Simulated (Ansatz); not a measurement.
# How fast states decay through Cs4SeO, part 2 of 3

Aim: relax a made-up compound, Cs4SeO, and see how good a tunnel barrier it would be. It is built by putting Cs for Na, O for Te in the Na4TeSe structure of space group P4/mmm, with the volume rescaled by atomic radii. The parent structure comes from the Materials Project.

Ansatz 0.2.0; PBE DFT, plane waves, PAW files (the session's first sound run).

So far. Step 2 (Cell and atoms at rest): The largest force component on a free atom ends at 4.2e-5 eV/Å. The relaxed cell has a = 5.518, c = 8.155 Å (conventional setting).

The structure was built from a prototype and need not be the compound's stable phase.

### Step 3. The bulk crystal and its band edges

The energy window and the wavevectors of the next steps follow from the band edges, so these are searched first, off the mesh as well.

File input.yaml:

```yaml
crystal:
  lattice:
    - [5.5183461644, 0.0, 0.0]
    - [0.0, 5.5183461644, 0.0]
    - [0.0, 0.0, 8.1551792745]
  atoms:
    - { symbol: Cs, position: [0.5, 0.0, 0.7241330833] }
    - { symbol: Cs, position: [0.0, 0.5, 0.2758669167] }
    - { symbol: Cs, position: [0.5, 0.0, 0.2758669167] }
    - { symbol: Cs, position: [0.0, 0.5, 0.7241330833] }
    - { symbol: O, position: [0.5, 0.5, 0.5] }
    - { symbol: Se, position: [0.0, 0.0, 0.0] }
kpoints:
  mp_grid: { grid: [4, 4, 4] }
  band_path: { path: [VBM, CBM], npoints: 30 }
scf:
  occupations: { method: fixed }
hamiltonian:
  xc: pbe
output:
  eigenvalues: true
  write_potential: true
  write_density: true
  volumetric_format: npy
  elf: true
```

On the command line:

```console
$ ansatz run input.yaml --threads 2 --pin off --max-ram 4096MiB --backend cpu --events-out ev --progress --plain --runs-dir out
```

Numbers of over 12 decimals in the logs are rounded to 6 here.

The program printed:

```text
[...]
Crystal: 6 atoms, lattice volume = 248.343 Å³
Basis set: ecut = 420 eV, 4839 PW (Γ)
Bands: 35, of which v1, the nominal top of the filled ones, is band 29 counted from 1 (28 counted from 0)
Symmetry: 16 space group operations
[...]
k-points: 18 of 64
[...]
SCF iter   1: F=—  HF=-28722.640843 eV  |F-HF|=—  |Δ(HF+E_count)|=         —  Δρ=1.81e-3  dr2=3.39e-2  ethr=1.77e-3  ⟨swp⟩=5.9  Hψ=2458  notcnv=0  defer=68
[...]
SCF iter   8: F=-28722.634365 eV  HF=-28722.634365 eV  |F-HF|=1.62e-7  |Δ(HF+E_count)|=   3.11e-6  Δρ=3.88e-6  dr2=7.73e-8  ethr=1.72e-10  ⟨swp⟩=12.3  Hψ=3308  notcnv=0
SCF 1 converged in 8 iterations: F = -28722.634365 eV  dr2 = 7.73e-8
[...]
NSCF: frozen V_eff on 40 k-points
[...]
SCF converged after 8 iterations
Free energy (F): -28722.634365 eV
[...]
Internal energy: -28722.634365 eV  (E = F + TS)
E sigma→0 (E₀):  -28722.634365 eV
Fermi energy:    5.478051 eV
[...]
--- Band table (eV; the first three rows and the last of 18) ---
  k-point 0: bands = [... 25 lower, 4.2545, 4.9086, 5.2746, 5.2746, 6.5035, 7.0639, 8.1672, 8.3839, ... 2 higher]
  k-point 1: bands = [... 25 lower, 4.3239, 4.8792, 5.2244, 5.2244, 6.8768, 7.3404, 8.2443, 8.4685, ... 2 higher]
  k-point 2: bands = [... 25 lower, 4.4046, 4.8537, 5.1626, 5.1626, 7.7010, 7.7184, 7.9243, 8.2505, ... 2 higher]
  k-point 17: bands = [... 25 lower, 4.3971, 5.1658, 5.1658, 5.4558, 7.5511, 7.7865, 8.6976, 8.6976, ... 2 higher]
```

Elapsed: 19 s, on 2 threads of Arm Neoverse V2, shared host; peak memory 0.55 GiB.

Reading the cycles: dr2 is the Hartree energy of the density residual (eV), the measure of convergence; HF is the Harris–Foulkes estimate of the energy, which meets the free energy F at convergence.

This step gave:

```yaml
free_energy: -28722.6344 eV
fermi_energy: 5.478 eV
gap_on_the_k_mesh: 1.025 eV
gap_on_path: 1.025 eV, by band count; negative where bands overlap
direct_gap_on_path: 1.229 eV
edge_places_on_path: 0, 0.8051 1/A along the path
```

The electronic bands at the labelled points (eV, zero at the Fermi level (highest filled level under fixed occupations); v1 is the highest filled band, c1 the lowest empty one):

| point | v4 | v3 | v2 | v1 | c1 | c2 | c3 | c4 |
| --- | --- | --- | --- | --- | --- | --- | --- | --- |
| VBM | -0.96 | -0.21 | -0.21 | 0.00 | 1.80 | 1.86 | 3.46 | 3.46 |
| halfway | -1.14 | -0.27 | -0.25 | -0.24 | 1.93 | 2.57 | 2.78 | 3.18 |
| CBM | -1.22 | -0.57 | -0.20 | -0.20 | 1.03 | 1.59 | 2.69 | 2.91 |

Electrostatic potential energy in the ac plane at fractional y = 0.000, with atoms of Cs and Se within 0.2 Å of it. With pseudopotentials it is smooth inside the atoms' cores, unlike the true potential.

Ten even steps from '0' (-20 eV) to '9' (9 eV), each cell a mean:
```
644899999999725
336999988999842
679998766789987
999985201379999
999862000048999
999850011027999
999860011037899
999873000158899
999886423578999
999988777889999
999998888899999
999998888889999
999987655788999
999875100368999
999861000047899
999850011027899
999861010037999
999974000168999
899987534689998
358999878899964
435999999999734
753899999999636
```
Columns run along a (5.5 Å; values clipped at the 3rd and 97th percentile), rows up along c (8.2 Å). Atoms in or near the plane, at fractional coordinates: Cs at (0.50, 0.72), Cs at (0.50, 0.28), Se at (0.00, 0.00).

ELF in the ac plane at fractional y = 0.000, with atoms of Cs and Se within 0.2 Å of it. It is the smooth field of the valence electrons, not physical close to the nuclei.

Ten even steps from '_' (0.00) to '@' (0.89), each cell a mean:
```
--**%%%%**..________--##%%%%++
%%%%%%##--__..--::....++%%%%%%
%%%%##==..--**%%%%++..::**%%%%
%%##==..--##@@@@@@@@++..::**%%
**==....**@@%%++**@@%%--..::++
::..__--%%@@++__..%%@@**..__::
______==@@@@**..::%%@@##..____
______==%%@@@@%%%%@@@@**..____
______::**%%@@@@@@@@##==______
________..--++****==--..______
______________________________
__________..::--::::..________
______..==##%%%%%%##++::______
______--##@@@@@@@@@@@@++..____
______==%%@@%%==++@@@@##::____
..____--%%@@==__..##@@**..__..
==::__::##@@**::--%%@@++....--
##**::..==%%@@%%%%@@##::..==##
%%%%**::..++%%@@@@##--..==##%%
%%%%%%++::..--++++::..--##%%%%
++##%%%%==..________::**%%%%**
..++%%%%**::________==%%%%%%--
```
Columns run along a (5.5 Å), rows up along c (8.2 Å). Atoms in or near the plane, at fractional coordinates: Cs at (0.50, 0.72), Cs at (0.50, 0.28), Se at (0.00, 0.00).

Valence density in the ac plane at fractional y = 0.000, with atoms of Cs and Se within 0.2 Å of it. It is the smooth field of the valence electrons, not physical close to the nuclei.

Ten steps, logarithmic in the rise over the least value, from '0' (0 e/Å³) to '9' (34 e/Å³), each cell a mean:
```
862100000000147
431100000000124
211000111100011
000001222210000
000012322220000
000012201321000
000012212321000
000012333210000
000001222100000
000000011000000
000000000000000
000000000000000
000000111100000
000001232210000
000012322320000
000012201321000
000012212320000
000012233210000
110001122100011
321000000000112
742100000000136
973100000000248
```
Columns run along a (5.5 Å), rows up along c (8.2 Å). Atoms in or near the plane, at fractional coordinates: Cs at (0.50, 0.72), Cs at (0.50, 0.28), Se at (0.00, 0.00).

The searched edges give 1.03 eV, as on the mesh.

### Step 4. Complex bands

This step: PBE DFT, plane waves, PAW files; complex bands by layer matching along the plane's normal (Ansatz 0.2.0).

The same crystal is laid in a cell whose first two vectors span the (001) plane (indices of the standard conventional cell, whose axes can be ordered otherwise than in the bulk input). At fixed energy and wavevector in the plane the solver finds all kz, real and complex. A few wavevectors are listed, (0, 0) and (-0.5, -0.5) in units of the plane's reciprocal vectors; the slowest state needn't be among them.

File input.yaml:

```yaml
crystal:
  lattice:
    - [5.518346164, 0.0, 0.0]
    - [0.0, 5.518346164, 0.0]
    - [0.0, 0.0, 8.155179274]
  atoms:
    - { symbol: Cs, position: [0.5, 0.0, 0.7241330833] }
    - { symbol: Cs, position: [0.0, 0.5, 0.2758669167] }
    - { symbol: Cs, position: [0.5, 0.0, 0.2758669167] }
    - { symbol: Cs, position: [0.0, 0.5, 0.7241330833] }
    - { symbol: O, position: [0.5, 0.5, 0.5] }
    - { symbol: Se, position: [0.0, 0.0, 0.0] }
kpoints:
  mp_grid: { grid: [4, 4, 4] }
scf:
  occupations: { method: fixed }
hamiltonian:
  xc: pbe
output:
  eigenvalues: true
  transmission:
    leads: [[0, 0]]
    kpoints: [[0.0, 0.0], [-0.5, -0.5]]
    e_range: [-1.0, 2.03]
    de: 0.05
```

The program printed:

```text
[...]
Crystal: 6 atoms, lattice volume = 248.343 Å³
Basis set: ecut = 420 eV, 4839 PW (Γ)
Bands: 35, of which v1, the nominal top of the filled ones, is band 29 counted from 1 (28 counted from 0)
Symmetry: 16 space group operations
[...]
k-points: 18 of 64
[...]
SCF iter   1: F=—  HF=-28722.640843 eV  |F-HF|=—  |Δ(HF+E_count)|=         —  Δρ=1.81e-3  dr2=3.39e-2  ethr=1.77e-3  ⟨swp⟩=5.9  Hψ=2458  notcnv=0  defer=68
[...]
SCF iter   8: F=-28722.634365 eV  HF=-28722.634365 eV  |F-HF|=1.62e-7  |Δ(HF+E_count)|=   3.11e-6  Δρ=3.88e-6  dr2=7.72e-8  ethr=1.72e-10  ⟨swp⟩=12.3  Hψ=3307  notcnv=0
SCF 1 converged in 8 iterations: F = -28722.634365 eV  dr2 = 7.72e-8
[...]
transmission: 11 of 22 steps passed
transmission: 22 of 22 steps passed
SCF converged after 8 iterations
Free energy (F): -28722.634365 eV
[...]
Internal energy: -28722.634365 eV  (E = F + TS)
E sigma→0 (E₀):  -28722.634365 eV
Fermi energy:    5.478052 eV
[...]
--- Band table (eV; the first three rows and the last of 18) ---
  k-point 0: bands = [... 25 lower, 4.2545, 4.9086, 5.2746, 5.2746, 6.5035, 7.0639, 8.1672, 8.3839, ... 2 higher]
  k-point 1: bands = [... 25 lower, 4.3239, 4.8792, 5.2244, 5.2244, 6.8768, 7.3404, 8.2443, 8.4685, ... 2 higher]
  k-point 2: bands = [... 25 lower, 4.4046, 4.8537, 5.1626, 5.1626, 7.7010, 7.7184, 7.9243, 8.2505, ... 2 higher]
  k-point 17: bands = [... 25 lower, 4.3971, 5.1658, 5.1658, 5.4558, 7.5511, 7.7865, 8.6976, 8.6976, ... 2 higher]
--- Transmission ---
  basis      : 277 plane waves across, 11 finite elements along
  points     : 2, as listed
  energies   : 61 from -1.000000 to 2.000000 eV about the Fermi level, 0.050000 eV apart; the leads are filled to 0.512716 eV, and channels, transmission and decay are at 0.500000 eV
  crystal 0  : Cs4Se1O1, at the sites [0, 0], period 8.1552 Å: whole cells are its period
    offset         : up to 0.0000 Å between an atom of the period and one for which it stands
    channels       : 0.000000e0 a spin
    conductance    : none, the energies end too early or step too widely for 300 K: set another output.transmission.e_range or a lower de, or, where they end at an eighth of basis.ecutwfc, a higher one
    slowest decay  : 0.2034 /Å at (0.0000, 0.0000)
```

The job ended after 55 s (2 threads; peak memory 1.2 GiB; 1.8 min of CPU time).

Numbers from this step:

```
level to which the leads are filled                       : 0.5127 eV from the Fermi level
decay constant at the filling level, zone centre          : 0.2034 Å⁻¹
decay constant at the filling level, slowest listed point : 0.2034 Å⁻¹
```

K parallel (0, 0); values up to 1.5 1/Å, a degenerate pair printed once or twice; energies at which all values exceed this have no row. The Im kz of the slowest decaying states by energy, zero at the highest filled level on the SCF mesh:

| energy (eV) | decay 1 (Å⁻¹) | decay 2 (Å⁻¹) | decay 3 (Å⁻¹) | decay 4 (Å⁻¹) |
| --- | --- | --- | --- | --- |
| -1.00 | 0.143 | 0.296 | 0.504 | 0.520 |
| -0.85 | 0.209 | 0.306 | 0.418 | 0.514 |
| -0.70 | 0.229 | 0.271 | 0.314 | 0.508 |
| -0.55 | 0.129 | 0.219 | 0.327 | 0.502 |
| -0.40 | 0.163 | 0.254 | 0.348 | 0.495 |
| -0.25 | 0.268 | 0.364 | 0.488 | 0.565 |
| -0.10 | 0.246 | 0.265 | 0.369 | 0.481 |
| 0.00 | 0.259 | 0.337 | 0.368 | 0.476 |
| 0.05 | 0.256 | 0.366 | 0.376 | 0.473 |
| 0.20 | 0.243 | 0.357 | 0.466 | 0.534 |
| 0.35 | 0.225 | 0.345 | 0.457 | 0.550 |
| 0.50 | 0.203 | 0.329 | 0.449 | 0.542 |
| 0.65 | 0.176 | 0.311 | 0.440 | 0.532 |
| 0.80 | 0.139 | 0.289 | 0.430 | 0.520 |
| 0.95 | 0.0820 | 0.264 | 0.420 | 0.507 |
| 1.10 | 0.234 | 0.410 | 0.493 | 0.588 |
| 1.25 | 0.197 | 0.399 | 0.476 | 0.591 |
| 1.40 | 0.149 | 0.388 | 0.459 | 0.593 |
| 1.55 | 0.0665 | 0.376 | 0.439 | 0.546 |
| 1.70 | 0.363 | 0.418 | 0.511 | 0.614 |
| 1.85 | 0.350 | 0.395 | 0.486 | 0.570 |
| 2.00 | 0.336 | 0.370 | 0.464 | 0.521 |

K parallel (-0.5, -0.5); values up to 1.5 1/Å, a degenerate pair printed once or twice; energies at which all values exceed this have no row. Table of Im kz of the slowest decaying states by energy, zero at the highest filled level on the SCF mesh:

| energy (eV) | decay 1 (Å⁻¹) | decay 2 (Å⁻¹) | decay 3 (Å⁻¹) | decay 4 (Å⁻¹) |
| --- | --- | --- | --- | --- |
| -1.000 | 0.140 | 0.773 | 0.901 | 0.910 |
| -0.800 | 0.205 | 0.226 | 0.774 | 0.839 |
| -0.600 | 0.218 | 0.295 | 0.757 | 0.786 |
| -0.400 | 0.165 | 0.330 | 0.646 | 0.799 |
| -0.200 | 0.0763 | 0.349 | 0.491 | 0.756 |
| 0.000 | 0.0529 | 0.356 | 0.360 | 0.706 |
| 0.200 | 0.364 | 0.385 | 0.527 | 0.617 |
| 0.400 | 0.362 | 0.411 | 0.601 | 0.856 |
| 0.600 | 0.355 | 0.406 | 0.629 | 0.820 |
| 0.800 | 0.342 | 0.387 | 0.659 | 0.735 |
| 1.000 | 0.324 | 0.359 | 0.663 | 0.679 |
| 1.200 | 0.297 | 0.322 | 0.612 | 0.685 |
| 1.400 | 0.258 | 0.275 | 0.572 | 0.682 |
| 1.600 | 0.197 | 0.212 | 0.537 | 0.619 |
| 1.800 | 0.0225 | 0.104 | 0.504 | 0.573 |
| 2.000 | 0.472 | 0.535 | 0.731 | 0.739 |

At the listed wavevectors the last open channel is at -0.25 eV and the next at +1.05 eV on the grid. At +0.50 eV, the grid energy nearest the filling level (the middle of the gap on the SCF mesh), the slowest state at the listed wavevectors decays with κ = 0.203 Å⁻¹, its amplitude falling by e over 4.9 Å. Through 1 nm of this crystal that state's transmission falls by exp(−2 × 0.203 Å⁻¹ × 10 Å) = 0.017.

### Step 5. Decay over the two-dimensional zone

The listed points could miss the slowest state, so one energy near mid-gap is solved on a mesh of 8×8.

Edit input.yaml of step 4 so:

```diff
@@ -20,6 +20,2 @@
   eigenvalues: true
-  transmission:
-    leads: [[0, 0]]
-    kpoints: [[0.0, 0.0], [-0.5, -0.5]]
-    e_range: [-1.0, 2.03]
-    de: 0.05
+  transmission: { leads: [[0, 0]], kmesh: [8, 8], e_range: [0.51, 0.52], de: 0.05 }
```

The program printed:

```text
[...]
Crystal: 6 atoms, lattice volume = 248.343 Å³
Basis set: ecut = 420 eV, 4839 PW (Γ)
Bands: 35, of which v1, the nominal top of the filled ones, is band 29 counted from 1 (28 counted from 0)
Symmetry: 16 space group operations
[...]
k-points: 18 of 64
[...]
SCF iter   1: F=—  HF=-28722.640843 eV  |F-HF|=—  |Δ(HF+E_count)|=         —  Δρ=1.81e-3  dr2=3.39e-2  ethr=1.77e-3  ⟨swp⟩=5.9  Hψ=2458  notcnv=0  defer=68
[...]
SCF iter   8: F=-28722.634365 eV  HF=-28722.634365 eV  |F-HF|=1.62e-7  |Δ(HF+E_count)|=   3.11e-6  Δρ=3.88e-6  dr2=7.72e-8  ethr=1.72e-10  ⟨swp⟩=12.3  Hψ=3307  notcnv=0
SCF 1 converged in 8 iterations: F = -28722.634365 eV  dr2 = 7.72e-8
[...]
transmission: 44 of 165 steps passed
transmission: 88 of 165 steps passed
transmission: 132 of 165 steps passed
transmission: 165 of 165 steps passed
SCF converged after 8 iterations
Free energy (F): -28722.634365 eV
[...]
Internal energy: -28722.634365 eV  (E = F + TS)
E sigma→0 (E₀):  -28722.634365 eV
Fermi energy:    5.478052 eV
[...]
--- Band table (eV; the first three rows and the last of 18) ---
  k-point 0: bands = [... 25 lower, 4.2545, 4.9086, 5.2746, 5.2746, 6.5035, 7.0639, 8.1672, 8.3839, ... 2 higher]
  k-point 1: bands = [... 25 lower, 4.3239, 4.8792, 5.2244, 5.2244, 6.8768, 7.3404, 8.2443, 8.4685, ... 2 higher]
  k-point 2: bands = [... 25 lower, 4.4046, 4.8537, 5.1626, 5.1626, 7.7010, 7.7184, 7.9243, 8.2505, ... 2 higher]
  k-point 17: bands = [... 25 lower, 4.3971, 5.1658, 5.1658, 5.4558, 7.5511, 7.7865, 8.6976, 8.6976, ... 2 higher]
--- Transmission ---
  basis      : 277 plane waves across, 11 finite elements along
  points     : 15, standing for a mesh of 8 x 8
  energies   : 1 from 0.510000 to 0.510000 eV about the Fermi level; the leads are filled to 0.512716 eV, and channels, transmission and decay are at 0.510000 eV
  crystal 0  : Cs4Se1O1, at the sites [0, 0], period 8.1552 Å: whole cells are its period
[...]
channels       : 0.000000e0 a spin
    conductance    : none, crystal 0 has no channel at the energies, or these end too early or step too widely for 300 K: set another output.transmission.e_range or a lower de, or, where they end at an eighth of basis.ecutwfc, a higher one
    slowest decay  : 0.2017 /Å at (0.0000, 0.0000)
```

Wall time 48 s (2 threads); peak memory 1.2 GiB; 94 s of CPU time.

Numbers from this step:

| Item | Value |
| --- | --- |
| least decay constant on the mesh | 0.2017 Å⁻¹ |

Slowest decay constant (1/Å; 0 where a channel is open) over k1 and k2. At 0.5100 eV from the Fermi level.

Ten even steps from '_' (0.202) to '@' (0.459):
```
##%%%%%%%%%%%%%%
@@%%##**++**##%%
@@%%**--..--**%%
@@%%++..__..++%%
@@%%**--..--**%%
@@%%##**++**##%%
##%%%%%%%%%%%%%%
**##@@@@@@@@@@##
```
Columns: k1 (b1) from -0.5 to 0.375; rows upwards: k2 (b2) from -0.5 to 0.375.

The least value on the mesh is 0.202 Å⁻¹ at +0.51 eV. At that energy the listed points give about 0.202 Å⁻¹ by interpolation, so the mesh holds no clearly slower state.

### Step 6. Band edges at another level

This step: LDA DFT, plane waves, PAW files (Ansatz 0.2.0).

The edges again with LDA, at the same atoms.

File input.yaml:

```yaml
crystal:
  lattice:
    - [5.5183461644, 0.0, 0.0]
    - [0.0, 5.5183461644, 0.0]
    - [0.0, 0.0, 8.1551792745]
  atoms:
    - { symbol: Cs, position: [0.5, 0.0, 0.7241330833] }
    - { symbol: Cs, position: [0.0, 0.5, 0.2758669167] }
    - { symbol: Cs, position: [0.5, 0.0, 0.2758669167] }
    - { symbol: Cs, position: [0.0, 0.5, 0.7241330833] }
    - { symbol: O, position: [0.5, 0.5, 0.5] }
    - { symbol: Se, position: [0.0, 0.0, 0.0] }
kpoints:
  mp_grid: { grid: [4, 4, 4] }
  band_path: { path: [VBM, CBM], npoints: 30 }
scf:
  occupations: { method: fixed }
hamiltonian:
  xc: lda
output:
  eigenvalues: true
```

The program printed:

```text
[...]
Crystal: 6 atoms, lattice volume = 248.343 Å³
Basis set: ecut = 420 eV, 4839 PW (Γ)
Bands: 35, of which v1, the nominal top of the filled ones, is band 29 counted from 1 (28 counted from 0)
Symmetry: 16 space group operations
[...]
k-points: 18 of 64
[...]
SCF iter   1: F=—  HF=-27961.510669 eV  |F-HF|=—  |Δ(HF+E_count)|=         —  Δρ=7.72e-3  dr2=1.73e-1  ethr=1.77e-3  ⟨swp⟩=5.8  Hψ=2506  notcnv=0  defer=69
[...]
SCF iter   8: F=-27961.475406 eV  HF=-27961.475406 eV  |F-HF|=7.31e-8  |Δ(HF+E_count)|=   9.04e-7  Δρ=4.36e-6  dr2=8.25e-8  ethr=1.72e-10  ⟨swp⟩=11.8  Hψ=3306  notcnv=0
SCF 1 converged in 8 iterations: F = -27961.475406 eV  dr2 = 8.25e-8
[...]
SCF converged after 8 iterations
Free energy (F): -27961.475406 eV
[...]
Internal energy: -27961.475406 eV  (E = F + TS)
E sigma→0 (E₀):  -27961.475406 eV
Fermi energy:    5.040734 eV
[...]
--- Band table (eV; the first three rows and the last of 18) ---
  k-point 0: bands = [... 25 lower, 3.9052, 4.4458, 4.8489, 4.8489, 5.8904, 6.5333, 7.7113, 7.9154, ... 2 higher]
  k-point 1: bands = [... 25 lower, 3.9824, 4.4105, 4.7924, 4.7924, 6.2897, 6.8093, 7.7884, 7.9905, ... 2 higher]
  k-point 2: bands = [... 25 lower, 4.0756, 4.3811, 4.7197, 4.7197, 7.1485, 7.2188, 7.3332, 7.7428, ... 2 higher]
  k-point 17: bands = [... 25 lower, 4.0625, 4.7110, 4.7110, 5.0171, 7.0065, 7.2474, 8.2039, 8.2039, ... 2 higher]
```

The job ended after 18 s (2 threads; peak memory 0.52 GiB).

Numbers from this step:

```yaml
free_energy: -27961.4754 eV
fermi_energy: 5.041 eV
gap_on_the_k_mesh: 0.8497 eV
gap_on_path: 0.8497 eV, by band count; negative where bands overlap
direct_gap_on_path: 1.042 eV
```

The electronic bands at the labelled points (eV, zero at the Fermi level (highest filled level under fixed occupations); v1 is the highest filled band, c1 the lowest empty one):

| point | v4 | v3 | v2 | v1 | c1 | c2 | c3 | c4 |
| --- | --- | --- | --- | --- | --- | --- | --- | --- |
| VBM | -0.84 | -0.20 | -0.20 | 0.00 | 1.70 | 1.78 | 3.40 | 3.40 |
| halfway | -1.04 | -0.28 | -0.25 | -0.25 | 1.82 | 2.44 | 2.74 | 3.15 |
| CBM | -1.14 | -0.59 | -0.19 | -0.19 | 0.85 | 1.49 | 2.67 | 2.87 |

The searched edges give 0.850 eV, as on the mesh.

(Part 2 of 3 ends here.)

[Logs are printed without paths, hosts, clocks, repeated set-up lines and the standing remarks that a program may print on its own settings, such as how far it seeks lower states.]

[Hosts, paths, dates, database ids (printed as entryN), source tags and the programs' standing remarks are cut or masked in the printed files.]
